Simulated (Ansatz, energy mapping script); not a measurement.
# NiI2: J from the energies of magnetic orders

Wanted: the magnetic order of NiI2, its couplings and an estimate of its ordering temperature, by LDA+U (1.98 eV).

Program: Ansatz 0.2.0. Level of theory: LDA with U = 1.98 eV on Ni d, ortho-atomic projectors; plane waves, U on orthogonalised atomic orbitals unless named otherwise, collinear spin, no spin–orbit coupling. Results are calculated unless marked as measured.

Most raw output is cut from this account.

The database entry behind the starting cell differs from later determinations by our own check (an axis about 0.9 % short against later determinations), so it need not match the best structure at ambient conditions.

## Step 1: The starting structure

The structure is trigonal, space group R-3m (No. 166). The conventional cell has a = 3.892 Å, b = 3.892 Å, c = 19.634 Å, α = 90.00°, β = 90.00°, γ = 120.00°. Nearest to Ni lie 6 I at 2.78 Å. Nearest to I lie 3 Ni at 2.78 Å. Farther neighbours and most contacts between anions are not listed.

The U corrects the self-interaction that lets semilocal functionals spread d and f electrons too far. Its value here is typed, not computed.

## Step 2: Probe run

One run in the crystal's own cell, under LDA with U = 4.8 eV on Ni d, ortho-atomic projectors, shows which elements keep a moment. Transition or f elements with 0.3 μB or more enter the spin model; moments induced on other atoms do not.

input.yaml reads:

```yaml
crystal:
  lattice:
    - [1.946, 1.123523624, 6.544666667]
    - [-1.946, 1.123523624, 6.544666667]
    - [0.0, -2.247047248, 6.544666667]
  atoms:
    - { symbol: Ni, position: [0.0, 0.0, 0.0], spin: 2.0 }
    - { symbol: I, position: [0.25, 0.25, 0.25] }
    - { symbol: I, position: [0.75, 0.75, 0.75] }
magnetization:
  spin_polarized: true
kpoints:
  mp_grid: { grid: [8, 8, 8] }
hamiltonian:
  xc: lda
  hubbard:
    sites: [{ species: Ni, l: d, u_eff: 4.8 }]
    projectors: ortho-atomic
scf:
  occupations: { method: fermi_dirac, width: 0.05 }
output:
  eigenvalues: true
```

Run with:

```bash
ansatz run input.yaml --threads 4 --pin off --max-ram 8192MiB --backend cpu --events-out ev --progress --plain --runs-dir out
```

It took 11 s on 4 threads of Arm Neoverse V1, shared host; peak memory 0.6 GiB; 39 s of CPU time.

Spin moment in the sphere by atom:

| atom | spin moment in the sphere (μB) |
| --- | --- |
| Ni1 | 1.37 |
| I2 | 0.20 |
| I3 | 0.20 |

The run ends ferromagnetic; Ni carries the moments.

## Step 3: One set of occupation matrices for all orders

A corrected shell can settle in several orbital fillings. One parallel run, with an occupation width a fifth wider than the orders use, therefore is to supply the occupation matrices. All orders start from them.

input.yaml: that of step 2 with these lines changed.

```diff
@@ -16,6 +16,6 @@
   hubbard:
-    sites: [{ species: Ni, l: d, u_eff: 4.8 }]
+    sites: [{ species: Ni, l: d, u_eff: 1.98 }]
     projectors: ortho-atomic
 scf:
-  occupations: { method: fermi_dirac, width: 0.05 }
+  occupations: { method: fermi_dirac, width: 0.06 }
 output:
```

Run time: 12 s. Hardware: 4 threads; peak memory 0.6 GiB; 39 s of CPU time.

Read from the output:

```
final state                       : ferromagnetic
electrons in the corrected shells : 8.726 e
largest moment                    : 1.262 μB
```

## Step 4: Run 1 (parallel; cell A, 6 atoms)

The parallel order is the zero of energy for this cell and mesh.

input.yaml reads:

```yaml
crystal:
  lattice:
    - [-1.946, 3.370570872, 0.0]
    - [-5.838, -3.370570872, 0.0]
    - [1.946, 1.123523624, 6.544666667]
  atoms:
    - { symbol: Ni, position: [0.5, 0.5, 0.0], spin: 2.0 }
    - { symbol: Ni, position: [0.0, 0.0, 0.0], spin: 2.0 }
    - { symbol: I, position: [0.5, 0.75, 0.75] }
    - { symbol: I, position: [0.0, 0.25, 0.75] }
    - { symbol: I, position: [0.5, 0.25, 0.25] }
    - { symbol: I, position: [0.0, 0.75, 0.25] }
magnetization:
  spin_polarized: true
kpoints:
  mp_grid: { grid: [7, 5, 5] }
hamiltonian:
  xc: lda
  hubbard:
    sites:
      - { species: Ni, l: d, u_eff: 1.98 }
      - { site: 0, l: d, u_eff: 1.98, starting_ns: [{ spin: up, occupation_matrix: ni1_major }, { spin: down, occupation_matrix: ni1_minor }] }
      - { site: 1, l: d, u_eff: 1.98, starting_ns: [{ spin: up, occupation_matrix: ni1_major }, { spin: down, occupation_matrix: ni1_minor }] }
    projectors: ortho-atomic
    occupation_matrices:
      ni1_major:
        matrix:
          - [0.993, 0.0, 0.0, 0.0, 0.0]
          - [0.0, 0.994, 0.0, 0.0, 0.0]
          - [0.0, 0.0, 0.994, 0.0, 0.0]
          - [0.0, 0.0, 0.0, 0.992, 0.0]
          - [0.0, 0.0, 0.0, 0.0, 0.992]
      ni1_minor:
        matrix:
          - [0.984, 0.0, 0.0, 0.0, 0.0]
          - [0.0, 0.576, 0.0, 0.0, 0.266]
          - [0.0, 0.0, 0.576, 0.266, 0.0]
          - [0.0, 0.0, 0.266, 0.812, 0.0]
          - [0.0, 0.266, 0.0, 0.0, 0.812]
scf:
  occupations: { method: fermi_dirac, width: 0.05 }
output:
  eigenvalues: true
  write_density: true
  write_potential: true
  elf: true
  volumetric_format: npy
```

Run time: 47 s. Hardware: 4 threads; peak memory 1.2 GiB.

Spin moment in the sphere by atom:

| atom | spin moment in the sphere (μB) |
| --- | --- |
| Ni1 | 1.27 |
| Ni2 | 1.27 |
| I3 | 0.22 |
| I4 | 0.22 |
| I5 | 0.22 |
| I6 | 0.22 |

The run ends ferromagnetic.

Spin density in the bc plane at fractional x = 0.000, with atoms of Ni and I within 0.2 Å of it.

Ten even steps from '_' (0.0 e/Å³) to '@' (3.9 e/Å³), each cell a mean:
```
++::________________________________--
______________________________________
______________________________________
______________________________________
______________________________________
______________________________________
______________________________________
______________________________________
______________________________________
______________________________________
______________________________________
______________________________________
______________________________________
______________________________________
______________________________________
______________________________________
______________________________________
::..________________________________..
@@::________________________________++
```
Columns run along b (6.7 Å), rows up along c (6.9 Å). Atoms in or near the plane, at fractional coordinates: Ni at (0.00, 0.00), I at (0.25, 0.75), I at (0.75, 0.25).

ELF in the bc plane at fractional x = 0.000, with atoms of Ni and I within 0.2 Å of it. It is the smooth field of the valence electrons, not physical close to the nuclei.

Ten even steps from '_' (0.01) to '@' (0.75), each cell a mean:
```
**--..--++####**==::..__........::==**
--..--##%%%%##%%##==..______....::--==
::--##%%##**##%%%%**..______......::::
--##@@##==--++##%%**..______..........
++%%%%++====++%%%%++________..........
**@@%%++--==##@@%%--________________..
**@@@@%%##%%@@@@**..________________..
++@@@@@@@@@@@@**::____________________
::++%%@@@@##==::______________......__
__..--==--..____________..--++####++::
..____________________::**%%@@@@@@@@**
--__________________..**@@@@@@%%@@@@%%
==__________________==%%@@##++++##@@@@
--..__....________..**%%##====--**%%%%
::..........______::##%%**--====##@@**
..::........______--%%%%##++++##%%##--
----::....________::##%%%%####%%##--..
++++--::..________..==##%%####**--..--
%%**--::..::::::......--====--::::--**
```
Columns run along b (6.7 Å), rows up along c (6.9 Å). Atoms in or near the plane, at fractional coordinates: Ni at (0.00, 0.00), I at (0.25, 0.75), I at (0.75, 0.25).

## Step 5: Run 2 (compensated +−; cell A, 6 atoms)

This order reverses 4 of the 6 neighbours at 3.89 Å, 4 of the 6 neighbours at 6.74 Å and 4 of the 6 neighbours at 6.92 Å, counted for an average magnetic atom.

input.yaml: that of step 4 with these lines changed.

```diff
@@ -7,3 +7,3 @@
     - { symbol: Ni, position: [0.5, 0.5, 0.0], spin: 2.0 }
-    - { symbol: Ni, position: [0.0, 0.0, 0.0], spin: 2.0 }
+    - { symbol: Ni, position: [0.0, 0.0, 0.0], spin: -2.0 }
     - { symbol: I, position: [0.5, 0.75, 0.75] }
@@ -22,3 +22,3 @@
       - { site: 0, l: d, u_eff: 1.98, starting_ns: [{ spin: up, occupation_matrix: ni1_major }, { spin: down, occupation_matrix: ni1_minor }] }
-      - { site: 1, l: d, u_eff: 1.98, starting_ns: [{ spin: up, occupation_matrix: ni1_major }, { spin: down, occupation_matrix: ni1_minor }] }
+      - { site: 1, l: d, u_eff: 1.98, starting_ns: [{ spin: up, occupation_matrix: ni1_minor }, { spin: down, occupation_matrix: ni1_major }] }
     projectors: ortho-atomic
```

Wall time 46 s (4 threads); peak memory 1.2 GiB; 3 min of CPU time.

Spin moment in the sphere by atom:

| atom | spin moment in the sphere (μB) |
| --- | --- |
| Ni1 | 1.26 |
| Ni2 | -1.26 |
| I3 | -0.07 |
| I4 | 0.07 |
| I5 | -0.07 |
| I6 | 0.07 |

The run ends antiferromagnetic, 6.88 meV a magnetic atom above the parallel order of its cell (energies taken at zero occupation width, not the printed F).

Spin density in the bc plane at fractional x = 0.000, with atoms of Ni and I within 0.2 Å of it.

Values in e/Å³, 10 rows by 16 columns, each cell a mean:
```
-1.2 -0.3  0.0  0.0  0.0  0.0  0.0  0.0  0.0  0.0  0.0  0.0  0.0  0.0  0.0 -0.8
 0.0  0.0  0.0  0.0  0.0  0.0  0.0  0.0  0.0  0.0  0.0  0.0  0.0  0.0  0.0  0.0
 0.0  0.0  0.0  0.0  0.0  0.0  0.0  0.0  0.0  0.0  0.0  0.0  0.0  0.0  0.0  0.0
 0.0  0.0  0.0  0.0  0.0  0.0  0.0  0.0  0.0  0.0  0.0  0.0  0.0  0.0  0.0  0.0
 0.0  0.0  0.0  0.0  0.0  0.0  0.0  0.0  0.0  0.0  0.0  0.0  0.0  0.0  0.0  0.0
 0.0  0.0  0.0  0.0  0.0  0.0  0.0  0.0  0.0  0.0  0.0  0.0  0.0  0.0  0.0  0.0
 0.0  0.0  0.0  0.0  0.0  0.0  0.0  0.0  0.0  0.0  0.0  0.0  0.0  0.0  0.0  0.0
 0.0  0.0  0.0  0.0  0.0  0.0  0.0  0.0  0.0  0.0  0.0  0.0  0.0  0.0  0.0  0.0
 0.0  0.0  0.0  0.0  0.0  0.0  0.0  0.0  0.0  0.0  0.0  0.0  0.0  0.0  0.0 -0.1
-2.4 -0.4  0.0  0.0  0.0  0.0  0.0  0.0  0.0  0.0  0.0  0.0  0.0  0.0 -0.1 -1.3
```
Columns run along b (6.7 Å), rows up along c (6.9 Å). Atoms in or near the plane, at fractional coordinates: Ni at (0.00, 0.00), I at (0.25, 0.75), I at (0.75, 0.25).

ELF in the bc plane at fractional x = 0.000, with atoms of Ni and I within 0.2 Å of it. It is the smooth field of the valence electrons, not physical close to the nuclei.

Ten even steps from '0' (0.01) to '9' (0.75), each cell a mean:
```
6313577642101111246
3137877874100011234
2378767886100011122
3797435786100011111
5885445885000011111
6985347983000000001
6998789961000000001
5999999620000000000
2589974200000001110
0134310000001357752
1000000000026999996
3000000000169998998
4000000000489755799
3100100001687443688
2111110002786344796
1211110003887557873
3321100002788778731
5532100001478776313
8632122211134432236
```
Columns run along b (6.7 Å), rows up along c (6.9 Å). Atoms in or near the plane, at fractional coordinates: Ni at (0.00, 0.00), I at (0.25, 0.75), I at (0.75, 0.25).

## Step 6: Parallel start in cell B (9 atoms)

A new cell needs its own zero of energy.

input.yaml reads:

```yaml
crystal:
  lattice:
    - [-5.838, -3.370570872, 0.0]
    - [-5.838, 3.370570872, 0.0]
    - [-1.946, -1.123523624, -6.544666667]
  atoms:
    - { symbol: Ni, position: [0.666666667, 0.666666667, 0.0], spin: 2.0 }
    - { symbol: Ni, position: [0.333333333, 0.333333333, 0.0], spin: 2.0 }
    - { symbol: Ni, position: [0.0, 0.0, 0.0], spin: 2.0 }
    - { symbol: I, position: [0.916666667, 0.666666667, 0.25] }
    - { symbol: I, position: [0.583333333, 0.333333333, 0.25] }
    - { symbol: I, position: [0.25, 0.0, 0.25] }
    - { symbol: I, position: [0.416666667, 0.666666667, 0.75] }
    - { symbol: I, position: [0.083333333, 0.333333333, 0.75] }
    - { symbol: I, position: [0.75, 0.0, 0.75] }
magnetization:
  spin_polarized: true
kpoints:
  mp_grid: { grid: [5, 5, 5] }
hamiltonian:
  xc: lda
  hubbard:
    sites:
      - { species: Ni, l: d, u_eff: 1.98 }
      - { site: 0, l: d, u_eff: 1.98, starting_ns: [{ spin: up, occupation_matrix: ni1_major }, { spin: down, occupation_matrix: ni1_minor }] }
      - { site: 1, l: d, u_eff: 1.98, starting_ns: [{ spin: up, occupation_matrix: ni1_major }, { spin: down, occupation_matrix: ni1_minor }] }
      - { site: 2, l: d, u_eff: 1.98, starting_ns: [{ spin: up, occupation_matrix: ni1_major }, { spin: down, occupation_matrix: ni1_minor }] }
    projectors: ortho-atomic
    occupation_matrices:
      ni1_major:
        matrix:
          - [0.993, 0.0, 0.0, 0.0, 0.0]
          - [0.0, 0.994, 0.0, 0.0, 0.0]
          - [0.0, 0.0, 0.994, 0.0, 0.0]
          - [0.0, 0.0, 0.0, 0.992, 0.0]
          - [0.0, 0.0, 0.0, 0.0, 0.992]
      ni1_minor:
        matrix:
          - [0.984, 0.0, 0.0, 0.0, 0.0]
          - [0.0, 0.576, 0.0, 0.0, 0.266]
          - [0.0, 0.0, 0.576, 0.266, 0.0]
          - [0.0, 0.0, 0.266, 0.812, 0.0]
          - [0.0, 0.266, 0.0, 0.0, 0.812]
scf:
  occupations: { method: fermi_dirac, width: 0.05 }
output:
  eigenvalues: true
```

Run time: 56 s. Hardware: 4 threads; peak memory 1.9 GiB; 3.7 min of CPU time.

The run ends ferromagnetic. For each magnetic atom its energy differs from the parallel run of the first cell by -0.40 meV, an error that one common reference would have brought in.

## Step 7: Run 4 (uncompensated ++−; cell B, 9 atoms)

This order reverses 4 of the 6 neighbours at 3.89 Å, 0 of the 6 neighbours at 6.74 Å and 2.67 of the 6 neighbours at 6.92 Å, counted for an average magnetic atom.

input.yaml: that of step 6 with these lines changed.

```diff
@@ -8,3 +8,3 @@
     - { symbol: Ni, position: [0.333333333, 0.333333333, 0.0], spin: 2.0 }
-    - { symbol: Ni, position: [0.0, 0.0, 0.0], spin: 2.0 }
+    - { symbol: Ni, position: [0.0, 0.0, 0.0], spin: -2.0 }
     - { symbol: I, position: [0.916666667, 0.666666667, 0.25] }
@@ -26,3 +26,3 @@
       - { site: 1, l: d, u_eff: 1.98, starting_ns: [{ spin: up, occupation_matrix: ni1_major }, { spin: down, occupation_matrix: ni1_minor }] }
-      - { site: 2, l: d, u_eff: 1.98, starting_ns: [{ spin: up, occupation_matrix: ni1_major }, { spin: down, occupation_matrix: ni1_minor }] }
+      - { site: 2, l: d, u_eff: 1.98, starting_ns: [{ spin: up, occupation_matrix: ni1_minor }, { spin: down, occupation_matrix: ni1_major }] }
     projectors: ortho-atomic
```

It took 56 s on 4 threads; peak memory 1.9 GiB; 3.7 min of CPU time.

The run ends ferrimagnetic, 28.72 meV a magnetic atom below the parallel order of its cell (energies taken at zero occupation width, not the printed F).

## Step 8: Order 5: parallel, cell C of 6 atoms

input.yaml reads:

```yaml
crystal:
  lattice:
    - [1.946, -3.370570872, 0.0]
    - [3.892, 0.0, 0.0]
    - [1.946, -1.123523624, 13.089333334]
  atoms:
    - { symbol: Ni, position: [0.0, 0.0, 0.0], spin: 2.0 }
    - { symbol: Ni, position: [0.5, 0.5, 0.5], spin: 2.0 }
    - { symbol: I, position: [0.875, 0.875, 0.375] }
    - { symbol: I, position: [0.375, 0.375, 0.875] }
    - { symbol: I, position: [0.625, 0.625, 0.125] }
    - { symbol: I, position: [0.125, 0.125, 0.625] }
magnetization:
  spin_polarized: true
kpoints:
  mp_grid: { grid: [8, 8, 8] }
hamiltonian:
  xc: lda
  hubbard:
    sites:
      - { species: Ni, l: d, u_eff: 1.98 }
      - { site: 0, l: d, u_eff: 1.98, starting_ns: [{ spin: up, occupation_matrix: ni1_major }, { spin: down, occupation_matrix: ni1_minor }] }
      - { site: 1, l: d, u_eff: 1.98, starting_ns: [{ spin: up, occupation_matrix: ni1_major }, { spin: down, occupation_matrix: ni1_minor }] }
    projectors: ortho-atomic
    occupation_matrices:
      ni1_major:
        matrix:
          - [0.993, 0.0, 0.0, 0.0, 0.0]
          - [0.0, 0.994, 0.0, 0.0, 0.0]
          - [0.0, 0.0, 0.994, 0.0, 0.0]
          - [0.0, 0.0, 0.0, 0.992, 0.0]
          - [0.0, 0.0, 0.0, 0.0, 0.992]
      ni1_minor:
        matrix:
          - [0.984, 0.0, 0.0, 0.0, 0.0]
          - [0.0, 0.576, 0.0, 0.0, 0.266]
          - [0.0, 0.0, 0.576, 0.266, 0.0]
          - [0.0, 0.0, 0.266, 0.812, 0.0]
          - [0.0, 0.266, 0.0, 0.0, 0.812]
scf:
  occupations: { method: fermi_dirac, width: 0.05 }
output:
  eigenvalues: true
```

Elapsed: 44 s, on 4 threads; peak memory 1.4 GiB.

The run ends ferromagnetic. For each magnetic atom its energy differs from the parallel run of the first cell by -0.37 meV, an error that one common reference would have brought in.

(Part 1 of 2 ends here.)

[Logs and program files are shortened in this print: banners, set-up blocks, solver, clock and traceback lines can be left out without a mark of their own.]

[Logs are printed without paths, hosts, clocks, repeated set-up lines and the standing remarks that a program may print on its own settings, such as how far it seeks lower states.]

[Hosts, paths, dates, database ids (printed as entryN), source tags and the programs' standing remarks are cut or masked in the printed files.]

[Where a cell is said to come from a database of computed structures, the database is the Materials Project.]
